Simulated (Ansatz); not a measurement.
# Lattice dynamics of (AlN)2(MgO)2 [0001] superlattice, started as wurtzite

Aim: the phonons of (AlN)2(MgO)2 [0001] superlattice, started as wurtzite at a cell relaxed beforehand at this level.

Program: Ansatz 0.2.0. Level of theory: DFT PBE, scalar-relativistic, plane waves, PAW. Results are calculated unless marked as measured.

The structure was built from a prototype and need not be the compound's stable phase.

### 1. Set-up

It takes space group P3m1 (No. 156, trigonal). Conventional cell: a = 3.419 Å, b = 3.419 Å, c = 8.615 Å, α = 90.00°, β = 90.00°, γ = 120.00°. Nearest to Al lie 4 O at 1.86 to 1.97 Å and 1 N at 1.90 Å. Nearest to Al lie 4 N at 1.91 to 2.02 Å and 1 O at 2.37 Å. Nearest to Mg lie 4 N at 1.97 to 2.31 Å and 1 O at 2.54 Å. Nearest to Mg lie 4 O at 2.02 to 2.25 Å and 1 N at 2.09 Å. N has 4 Al at 1.90 to 2.02 Å and 1 Mg at 2.31 Å nearest. Nearest to N lie 1 Al at 1.91 Å and 4 Mg at 1.97 to 2.09 Å. Farther neighbours and most contacts between anions are not listed.

Coordinates:

```cif
data_structure
_symmetry_space_group_name_H-M 'P 1'
_symmetry_Int_Tables_number 1
_cell_length_a 3.4187
_cell_length_b 3.4187
_cell_length_c 8.6151
_cell_angle_alpha 90.000
_cell_angle_beta 90.000
_cell_angle_gamma 120.000
_cell_volume 87.20
loop_
_atom_site_label
_atom_site_type_symbol
_atom_site_fract_x
_atom_site_fract_y
_atom_site_fract_z
_atom_site_occupancy
Al1 Al 0.33333 0.66667 0.97151 1
Al2 Al 0.66667 0.33333 0.23993 1
Mg3 Mg 0.33333 0.66667 0.46086 1
Mg4 Mg 0.66667 0.33333 0.70386 1
N5 N 0.33333 0.66667 0.19226 1
N6 N 0.66667 0.33333 0.46143 1
O7 O 0.33333 0.66667 0.75515 1
O8 O 0.66667 0.33333 0.96500 1
```

### 2. Linear response at the zone centre

The cell comes from relaxations at this level that are not shown. The zone centre is the only wavevector solved here; it holds the modes that light can see, as far as symmetry allows. The response to a homogeneous field gives the Born charges and the dielectric tensor, and its change with displacement the Raman tensors.

input.yaml reads:

```yaml
crystal:
  lattice:
    - [3.4187131768, 0.0, 0.0]
    - [-1.7093565884, 2.9606924593, 0.0]
    - [0.0, 0.0, 8.6151362816]
  atoms:
    - { symbol: Al, position: [0.3333333333, 0.6666666667, -0.0284921094] }
    - { symbol: Al, position: [0.6666666667, 0.3333333333, 0.2399308671] }
    - { symbol: Mg, position: [0.3333333333, 0.6666666667, 0.4608632129] }
    - { symbol: Mg, position: [0.6666666667, 0.3333333333, 0.7038575132] }
    - { symbol: "N", position: [0.3333333333, 0.6666666667, 0.1922588282] }
    - { symbol: "N", position: [0.6666666667, 0.3333333333, 0.4614281509] }
    - { symbol: O, position: [0.3333333333, 0.6666666667, 0.7551547324] }
    - { symbol: O, position: [0.6666666667, 0.3333333333, 0.9649988047] }
kpoints:
  mp_grid: { grid: [9, 9, 4] }
hamiltonian:
  xc: pbe
scf:
  occupations: { method: fixed }
output:
  eigenvalues: true
phonons:
  method: dfpt
  dielectric: true
  rigid_motions: translations
  raman: true
```

Command:

```sh
$ ansatz run input.yaml --threads 4 --pin off --max-ram 14336MiB --backend cpu --events-out ev --progress --plain --runs-dir out
```

Numbers of over 12 decimals in the logs are rounded to 6 here.

The log of the run:

```text
Engine: ansatz 0.2.0, aarch64-unknown-linux-gnu
Pseudopotentials: kind: paw
Pseudopotential: Al, paw, valence charge 3, recommended cutoff 420 eV (normal), Al.paw.azcp
Pseudopotential: Mg, paw, valence charge 10, recommended cutoff 420 eV (normal), Mg.paw.azcp
Pseudopotential: N, paw, valence charge 5, recommended cutoff 420 eV (normal), N.paw.azcp
Pseudopotential: O, paw, valence charge 6, recommended cutoff 420 eV (normal), O.paw.azcp
Functional definition: PBE
  parameter kappa = 0.804
  parameter beta = 0.066725
  exchange = pbe_x(kappa = kappa, mu = beta*pi^2/3)
  correlation = pbe_c(beta = beta)
Crystal: 8 atoms, lattice volume = 87.200 Å³
Basis set: ecut = 420 eV, 1709 PW (Γ), exchange–correlation on 48×48×120 points (8 copies of the dense FFT grid, shifted against one another)
Bands: 32, of which v1, the nominal top of the filled ones, is band 24 counted from 1 (23 counted from 0)
Symmetry: 6 space group operations
k-points: 95 of 324 (irreducible under 2 space group operations, time reversal used)
Non-local potential: Al, projectors of the file, l = 0: 2, l = 1: 2, l = 2: 1
Non-local potential: Mg, projectors of the file, l = 0: 3, l = 1: 2, l = 2: 1
Non-local potential: N, projectors of the file, l = 0: 2, l = 1: 2, l = 2: 1
Non-local potential: O, projectors of the file, l = 0: 2, l = 1: 2, l = 2: 1
PAW form: soft (Blöchl's): semilocal exchange-correlation on the pseudo side does not see the compensation charge
PAW one-centre angular grid: Al, 110 points (default); XC on 64 Gauss nodes
PAW one-centre angular grid: Mg, 110 points (default); XC on 64 Gauss nodes
PAW one-centre angular grid: N, 110 points (default); XC on 64 Gauss nodes
PAW one-centre angular grid: O, 110 points (default); XC on 64 Gauss nodes
Initial density: superposition of atomic densities (neutral atoms: chi_scale 0, normalization atom), corrected by the library's trained network
Initial wavefunctions: pseudopotential atomic-orbital guess
Functional: x = pbe(κ = 0.804, μ = 0.219515), c = pbe(β = 0.066725)
SCF iter   1: F=—  HF=-6834.742279 eV  |F-HF|=—  |Δ(HF+E_count)|=         —  Δρ=1.82e-3  dr2=5.98e-3  ethr=1.77e-3  ⟨swp⟩=4.9  Hψ=11587  notcnv=0  defer=570
preconditioner: auto → Resta (q_TF=auto, 2.470 Å⁻¹)  ε∞=3.7  [insulator: Δε(μ)=1.998 eV  Ē_g=13.682 eV  n_scr=24 (ndim 8)  ℏωp=22.5 eV  f_vac=0.001  ε∞_Penn≈3.7]
SCF iter   2: F=—  HF=-6834.740888 eV  |F-HF|=—  |Δ(HF+E_count)|=   1.39e-3  Δρ=9.92e-4  dr2=1.32e-3  ethr=1.24e-5  ⟨swp⟩=2.0  Hψ=5769  notcnv=0  defer=570
SCF iter   3: F=—  HF=-6834.740862 eV  |F-HF|=—  |Δ(HF+E_count)|=   2.55e-5  Δρ=4.74e-4  dr2=2.75e-4  ethr=2.75e-6  ⟨swp⟩=2.0  Hψ=4088  notcnv=0  defer=570
SCF iter   4: F=—  HF=-6834.740852 eV  |F-HF|=—  |Δ(HF+E_count)|=   1.04e-5  Δρ=1.63e-4  dr2=2.53e-5  ethr=5.72e-7  ⟨swp⟩=2.1  Hψ=4214  notcnv=0  defer=557
SCF iter   5: F=—  HF=-6834.740854 eV  |F-HF|=—  |Δ(HF+E_count)|=   2.62e-6  Δρ=7.82e-5  dr2=5.34e-6  ethr=5.28e-8  ⟨swp⟩=2.0  Hψ=4071  notcnv=0  defer=296
SCF iter   6: F=—  HF=-6834.740855 eV  |F-HF|=—  |Δ(HF+E_count)|=   2.91e-7  Δρ=2.09e-5  dr2=3.22e-7  ethr=1.11e-8  ⟨swp⟩=2.0  Hψ=4253  notcnv=0  defer=265
SCF iter   7: F=—  HF=-6834.740856 eV  |F-HF|=—  |Δ(HF+E_count)|=   9.33e-7  Δρ=1.02e-5  dr2=9.37e-8  ethr=6.72e-10  ⟨swp⟩=2.0  Hψ=4959  notcnv=0  defer=264
SCF iter   8: F=—  HF=-6834.740856 eV  |F-HF|=—  |Δ(HF+E_count)|=   3.71e-8  Δρ=3.21e-6  dr2=6.01e-9  ethr=1.95e-10  ⟨swp⟩=2.0  Hψ=4205  notcnv=0  defer=264
SCF iter   9: F=—  HF=-6834.740856 eV  |F-HF|=—  |Δ(HF+E_count)|=   2.50e-9  Δρ=1.32e-6  dr2=1.28e-9  ethr=1.25e-11  ⟨swp⟩=2.0  Hψ=4306  notcnv=0  defer=264
SCF iter  10: F=-6834.740856 eV  HF=-6834.740856 eV  |F-HF|=5.91e-11  |Δ(HF+E_count)|=  4.12e-10  Δρ=3.39e-7  dr2=7.66e-11  ethr=1.00e-12  ⟨swp⟩=12.4  Hψ=21818  notcnv=0
SCF 1 converged in 10 iterations: F = -6834.740856 eV  dr2 = 7.66e-11
[...]
NSCF: frozen V_eff on 4 k-points
[...]
k mesh reduced under 2 symmetry operations, with k and −k counted as one. Each operation leaves every solved perturbation unchanged. A smaller set is not considered because the run solves the response to a homogeneous field
  ASR residual: 1.832e-3 → 0.000e0 eV/Å²; symmetrization residual: 2.053e-4 eV/Å²
  ASR residual per site (eV/Å²): 1.83e-3 1.65e-3 9.53e-4 1.63e-3 5.49e-4 1.56e-4 8.11e-4 8.66e-4
  Γ frequencies (cm⁻¹): 0.00 0.00 0.00 172.99 202.42 202.42 237.52 237.52 301.20 301.20 363.12 377.01 415.14 415.14 493.02 493.02 506.52 506.52 522.62 568.67 677.19 677.19 719.08 749.64
  ε∞ (high-frequency dielectric tensor):
        4.026018     0.000000    -0.000000
        0.000000     4.026018     0.000000
       -0.000000     0.000000     4.133274
  ε⁰ (static dielectric tensor: ions relaxed, cell fixed):
        9.056178     0.000000    -0.000000
        0.000000     9.056178    -0.000000
       -0.000000    -0.000000    21.701563
  ε⁰ − ε∞ (ionic part):
        5.030161     0.000000    -0.000000
        0.000000     5.030161    -0.000000
       -0.000000    -0.000000    17.568290
  softest optical mode at Γ: 172.99 cm⁻¹; the repairs (sum rule, projections) moved no ω² at Γ by more than (10.68 cm⁻¹)²
  Born effective charges Z* (e; rows j = field, columns β = displacement):
    site 0:
         2.68061    0.00000    0.00000
         0.00000    2.68061    0.00000
         0.00000   -0.00000    3.15592
    site 1:
         2.55312    0.00000   -0.00000
         0.00000    2.55312    0.00000
[...]
site 2:
[...]
site 3:
[...]
site 4:
[...]
site 5:
[...]
site 6:
[...]
-0.00000   -1.74268    0.00000
        -0.00000   -0.00000   -2.83992
    site 7:
        -2.17631   -0.00000    0.00000
        -0.00000   -2.17631    0.00000
         0.00000   -0.00000   -2.30680
  Z* charge neutrality: 5.388e-3 e pre-enforcement
  solved inside a basis spanned on kpoints, on 10×10×4 k-points transformed towards the longest dipole: ε∞ is read to err by 1.5e-2, Z* by 1.8e-2 e (field_mesh: kpoints solves on kpoints); Z* is corrected for what the basis lacks
  Raman tensors (in the event stream and the table raman_tensors.tsv): an entry may err by 1.4e-1 Å², one of the second-order susceptibility by 8.9e-2 pm/V (basis, points and sum rule); their sum over the sites missed zero by 6.718e-4 Å² ahead of its enforcement
  optical modes at Γ without the LO–TO term, one row a degenerate level:
      ω (cm⁻¹)  modes    IR ((D/Å)²/amu)  static Raman (Å⁴/amu)  depolarisation
        172.99      1            16.9447                 0.9934           0.004
        202.42      2             0.0684                 0.6504           0.750
        237.52      2             0.1254                 0.7145           0.750
        301.20      2             0.1830                 0.1678           0.750
        363.12      1             2.6145                 0.6405           0.741
        377.01      1             0.1428                25.1177           0.030
        415.14      2            41.4535                 1.0648           0.750
        493.02      2             1.3252                 7.4838           0.750
        506.52      2            29.1433                20.9881           0.750
        522.62      1            20.3870                 5.2508           0.019
        568.67      1            14.6149                37.8451           0.080
        677.19      2            21.0179                16.6692           0.750
        719.08      1             4.1309               119.5445           0.043
        749.64      1             1.9103                76.4731           0.011
  optical modes at Γ + LO–TO along q̂ = [1.0000, 0.0000, 0.0000]:
      ω (cm⁻¹)  modes    IR ((D/Å)²/amu)  static Raman (Å⁴/amu)  depolarisation
[...]
optical modes at Γ + LO–TO along q̂ = [0.0000, 1.0000, 0.0000]:
      ω (cm⁻¹)  modes    IR ((D/Å)²/amu)  static Raman (Å⁴/amu)  depolarisation
[...]
optical modes at Γ + LO–TO along q̂ = [0.0000, 0.0000, 1.0000]:
      ω (cm⁻¹)  modes    IR ((D/Å)²/amu)  static Raman (Å⁴/amu)  depolarisation
[...]
548.01      1             0.5145                28.6314           0.024
        677.19      2            21.0179                16.6692           0.750
        679.18      1             9.5939               113.9542           0.080
        740.56      1             1.8714                 2.5557           0.001
        819.34      1            45.0890               123.1615           0.001
[key lines of the parts left out:]
SCF converged after 10 iterations
Free energy (F): -6834.740856 eV
Fermi energy:    7.662155 eV
```

It took 11 min on 4 threads of Arm Neoverse V1, shared host; peak memory 2.4 GiB.

Numbers from this step:

```yaml
gap_on_the_k_mesh: 1.928 eV
volume_per_atom: 10.90 Å³
sum_rule_residual_before_enforcement: 0.001832 eV/Å²
miss_of_the_charge_sum_rule: 0.005388 e
estimated_error_of_the_dielectric_tensor: 0.01497
estimated_error_of_the_born_charges: 0.01768 e
point_group: 3m
highest_optical_mode_at_the_zone_centre_no_lo_to_term: 749.6 cm⁻¹
lowest_optical_zone_centre_mode: 173.0 cm⁻¹
mean_high_frequency_dielectric_constant: 4.062
largest_born_charge_third_of_the_trace: 2.839 e
mean_static_dielectric_constant: 13.27
top_of_the_zone_centre_spectrum_with_the_field: 819.3 cm⁻¹
```

Without the LO-TO term. Patterns of degenerate modes are one choice out of their space. The modes at Γ (shares of kinetic energy by element, %):

```tsv
mode	frequency (cm⁻¹)	symmetry	Al %	Mg %	N %	O %
1	0.0	acoustic	33	30	17	20
2	0.0	acoustic	33	30	17	20
3	0.0	acoustic	33	30	17	20
4	173.0	A1	14	42	3	41
5	202.4	E	31	38	15	17
6	202.4	E	31	38	15	17
7	237.5	E	36	40	11	14
8	237.5	E	36	40	11	14
9	301.2	E	52	29	17	2
10	301.2	E	52	29	17	2
11	363.1	A1	3	82	5	10
12	377.0	A1	54	32	7	7
13	415.1	E	24	5	1	71
14	415.1	E	24	5	1	71
15	493.0	E	12	17	32	39
16	493.0	E	12	17	32	39
17	506.5	E	12	10	41	38
18	506.5	E	12	10	41	38
19	522.6	A1	50	0	27	23
20	568.7	A1	3	9	9	78
21	677.2	E	0	33	67	0
22	677.2	E	0	33	67	0
23	719.1	A1	22	2	58	19
24	749.6	A1	21	3	75	2
```

Displacements in mode 4 (173.0 cm⁻¹), the largest set to 1:
```
Al1  0.00  0.00 -0.38
Al2  0.00  0.00  0.37
Mg3  0.00  0.00  0.95
Mg4  0.00  0.00  0.22
N5   0.00  0.00 -0.29
N6   0.00  0.00  0.14
O7   0.00  0.00 -0.64
O8   0.00  0.00 -1.00
```

Displacements in mode 14 (415.1 cm⁻¹), the largest set to 1:
```
Al1 -0.02 -0.42  0.00
Al2 -0.01 -0.17  0.00
Mg3  0.00  0.05  0.00
Mg4 -0.01 -0.21  0.00
N5   0.00  0.10  0.00
N6   0.00  0.02  0.00
O7   0.01  0.13  0.00
O8   0.05  1.00  0.00
```

Optical modes at the zone centre, without and with the macroscopic field of the longitudinal modes; each column is sorted by frequency, so a row need not hold one and the same mode. Modes with and without the field, by row:

```tsv
rank among optical modes	no field (cm⁻¹)	q along (1, 0, 0) (cm⁻¹)	q along (0, 0, 1) (cm⁻¹)
1	173	173	202.4
2	202.4	202.4	202.4
3	202.4	202.6	237.5
4	237.5	237.5	237.5
5	237.5	237.8	271
6	301.2	301.2	301.2
7	301.2	301.5	301.2
8	363.1	363.1	374
9	377	377	379.9
10	415.1	415.1	415.1
11	415.1	458.9	415.1
12	493	493	493
13	493	493.7	493
14	506.5	506.5	506.5
15	506.5	522.6	506.5
16	522.6	568.7	548
17	568.7	596.4	677.2
18	677.2	677.2	677.2
19	677.2	719.1	679.2
20	719.1	749.6	740.6
21	749.6	777	819.3
```

Born charge (rows field, columns displacement) (e), principal values of the symmetric part by kind of site:

```tsv
atom	atoms with these values	low	middle	high	mean
Al1	1	2.68	2.68	3.16	2.84
Al2	1	2.55	2.55	2.55	2.55
Mg3	1	1.63	1.63	1.69	1.65
Mg4	1	1.76	1.76	2.50	2.01
N5	1	-2.54	-2.54	-2.28	-2.45
N6	1	-2.48	-2.16	-2.16	-2.27
O7	1	-2.84	-1.74	-1.74	-2.11
O8	1	-2.31	-2.18	-2.18	-2.22
```

In full for O8:

```
-2.18  0.00  0.00
 0.00 -2.18  0.00
 0.00  0.00 -2.31
```

High-frequency dielectric tensor:

```
4.03 0.00 0.00
0.00 4.03 0.00
0.00 0.00 4.13
```

Static dielectric tensor (ions relaxed, fixed cell):

```
 9.06  0.00  0.00
 0.00  9.06  0.00
 0.00  0.00 21.70
```

Transverse modes. Infrared lines, with heights relative to the strongest:

```tsv
position (cm⁻¹)	label	relative intensity
173	A1	41
202	E	0.2
238	E	0.3
301	E	0.4
363	A1	6.3
377	A1	0.3
415	E	100
493	E	3.2
506	E	70
523	A1	49
569	A1	35
677	E	51
719	A1	10
750	A1	4.6
```

Activity x (w_L - w)^4 (n + 1)/w, 532 nm, 300 K; the tensors are static ones, while 532 nm light lies above the computed direct gap, where resonance would change the heights; modes without the macroscopic field alone. Raman lines, with heights relative to the strongest:

```tsv
position (cm⁻¹)	label	relative intensity
173	A1	6.7
202	E	3.4
238	E	2.9
301	E	0.5
363	A1	1.4
377	A1	50
415	E	1.9
493	E	10
506	E	28
523	A1	6.7
569	A1	43
677	E	15
719	A1	100
750	A1	61
```

Static second-order susceptibility (pm/V), twice the coefficient d of second-harmonic generation. Second order susceptibility, by row:

```tsv
field along	xx	yy	zz	yz	xz	xy
x	0	0	0	0	5.44	-1.12
y	-1.12	1.12	0	5.44	0	0
z	5.44	5.44	2.24	0	0	0
```

Before it was imposed, the acoustic sum rule was missed by 0.0018 eV/Å² and the charge sum rule by 0.0054 e. Small misses are needed for a sound result but don't prove that mesh and cutoff are converged. The lowest optical mode is real, 173 cm⁻¹.

### 3. Isotope substitution, element Mg, natural mass 24.305 amu

An isotope changes the mass and not the force constants, so no new electronic calculation is needed; the shifts show which modes move this element.

The same force constants with the mass of Mg changed from 24.305 to 25.983 u (phonopy, no LO-TO term). Both lists are sorted by frequency; levels can cross, so a row need not hold one and the same mode. Modes under 3 cm⁻¹ are left out. Isotope shifts, by row:

```tsv
q	rank	natural mass (cm⁻¹)	changed mass (cm⁻¹)
0 0 0	4	173	170.5
0 0 0	5	202.4	199.8
0 0 0	6	202.4	199.8
0 0 0	7	237.5	234.4
0 0 0	8	237.5	234.4
0 0 0	9	301.2	298.4
0 0 0	10	301.2	298.4
0 0 0	11	363.1	353.2
0 0 0	12	377	373.2
0 0 0	13	415.1	414.5
0 0 0	14	415.1	414.5
0 0 0	15	493	490.1
0 0 0	16	493	490.1
0 0 0	17	506.5	505.2
0 0 0	18	506.5	505.2
0 0 0	19	522.6	522.6
0 0 0	20	568.7	567.1
0 0 0	21	677.2	670
0 0 0	22	677.2	670
0 0 0	23	719.1	718.6
0 0 0	24	749.6	748.9
```

A mode of this element alone would shift by -3.28 %. The highest zone-centre frequency without the field goes from 749.6 to 748.9 cm⁻¹ (-0.1 %). The product of the frequency ratios over all optical modes at Γ is 0.844; the product rule, (m/m′)^(3k/2) (M′/M)^(3/2) with k = 2 such atoms and M the mass of the cell, gives 0.844.

### 4. Isotope substitution, element N, natural mass 14.007 amu

The same for N, from 14.01 to 15.00 u.

A mode of this element alone would shift by -3.37 %. The highest zone-centre frequency without the field goes from 749.6 to 731.4 cm⁻¹ (-2.4 %). The product of the frequency ratios over all optical modes at Γ is 0.829; the product rule, (m/m′)^(3k/2) (M′/M)^(3/2) with k = 2 such atoms and M the mass of the cell, gives 0.829.

### 5. Isotope substitution, element O, natural mass 15.999 amu

The same for O, from 16.00 to 18.00 u.

The same force constants with the mass of O changed from 15.999 to 17.999 u (phonopy, no LO-TO term). Both lists are sorted by frequency; levels can cross, so a row need not hold one and the same mode. Modes under 3 cm⁻¹ are left out. Isotope shifts, by row:

```tsv
q	rank	natural mass (cm⁻¹)	changed mass (cm⁻¹)
0 0 0	4	173	168.8
0 0 0	5	202.4	200.4
0 0 0	6	202.4	200.4
0 0 0	7	237.5	235.4
0 0 0	8	237.5	235.4
0 0 0	9	301.2	300.8
0 0 0	10	301.2	300.8
0 0 0	11	363.1	360.6
0 0 0	12	377	375.4
0 0 0	13	415.1	398.3
0 0 0	14	415.1	398.3
0 0 0	15	493	476.9
0 0 0	16	493	476.9
0 0 0	17	506.5	501.2
0 0 0	18	506.5	501.2
0 0 0	19	522.6	514.5
0 0 0	20	568.7	544.6
0 0 0	21	677.2	677.2
0 0 0	22	677.2	677.2
0 0 0	23	719.1	711.7
0 0 0	24	749.6	749.1
```

A mode of this element alone would shift by -5.72 %. The highest zone-centre frequency without the field goes from 749.6 to 749.1 cm⁻¹ (-0.1 %). The product of the frequency ratios over all optical modes at Γ is 0.728; the product rule, (m/m′)^(3k/2) (M′/M)^(3/2) with k = 2 such atoms and M the mass of the cell, gives 0.728.

### 6. Outcome

```yaml
space_group_within_0p01_a: P3m1
volume_per_atom: 10.9 Å³
gap_on_the_k_mesh: 1.93 eV
highest_optical_mode_at_the_zone_centre_no_lo_to_term: 750 cm⁻¹
top_of_the_zone_centre_spectrum_with_the_field: 819 cm⁻¹
lowest_optical_zone_centre_mode: 173 cm⁻¹
mean_high_frequency_dielectric_constant: 4.06
mean_static_dielectric_constant: 13.3
largest_born_charge_third_of_the_trace: 2.84 e
imaginary_modes_at_gamma_the_only_wavevector_solved: none
```

**Reading.** The structure is stable against zone-centre distortions, since no mode there is imaginary; runs at other wavevectors are not part of this account. Without the field, the optical modes at Γ span 173 to 750 cm⁻¹. The dispersion is not part of this account. The highest mode in this list at Γ, 749.6 cm⁻¹, is mostly motion of N (75 % of the kinetic energy). With the macroscopic field of the longitudinal modes the top of the zone-centre spectrum lies at 819 cm⁻¹, against 750 cm⁻¹ without it. Lattice motion raises the mean dielectric constant from 4.062 to 13.27. The strongest infrared line is at 415 cm⁻¹. Averaged over orientations, the strongest Raman line at 532 nm and 300 K is at 719 cm⁻¹, among the modes without the field; their longitudinal partners can be Raman active too. The tensors are the static, non-resonant ones, while 532 nm light (2.33 eV) lies above the computed gap. The starting cell was built on a prototype and not taken from a measurement, so the phase need not exist. These are harmonic frequencies at zero temperature: anharmonic shifts, linewidths and thermal expansion are left out.

[Logs are printed without paths, hosts, clocks, repeated set-up lines and the standing remarks that a program may print on its own settings, such as how far it seeks lower states.]

[Hosts, paths, dates, database ids (printed as entryN), source tags and the programs' standing remarks are cut or masked in the printed files.]
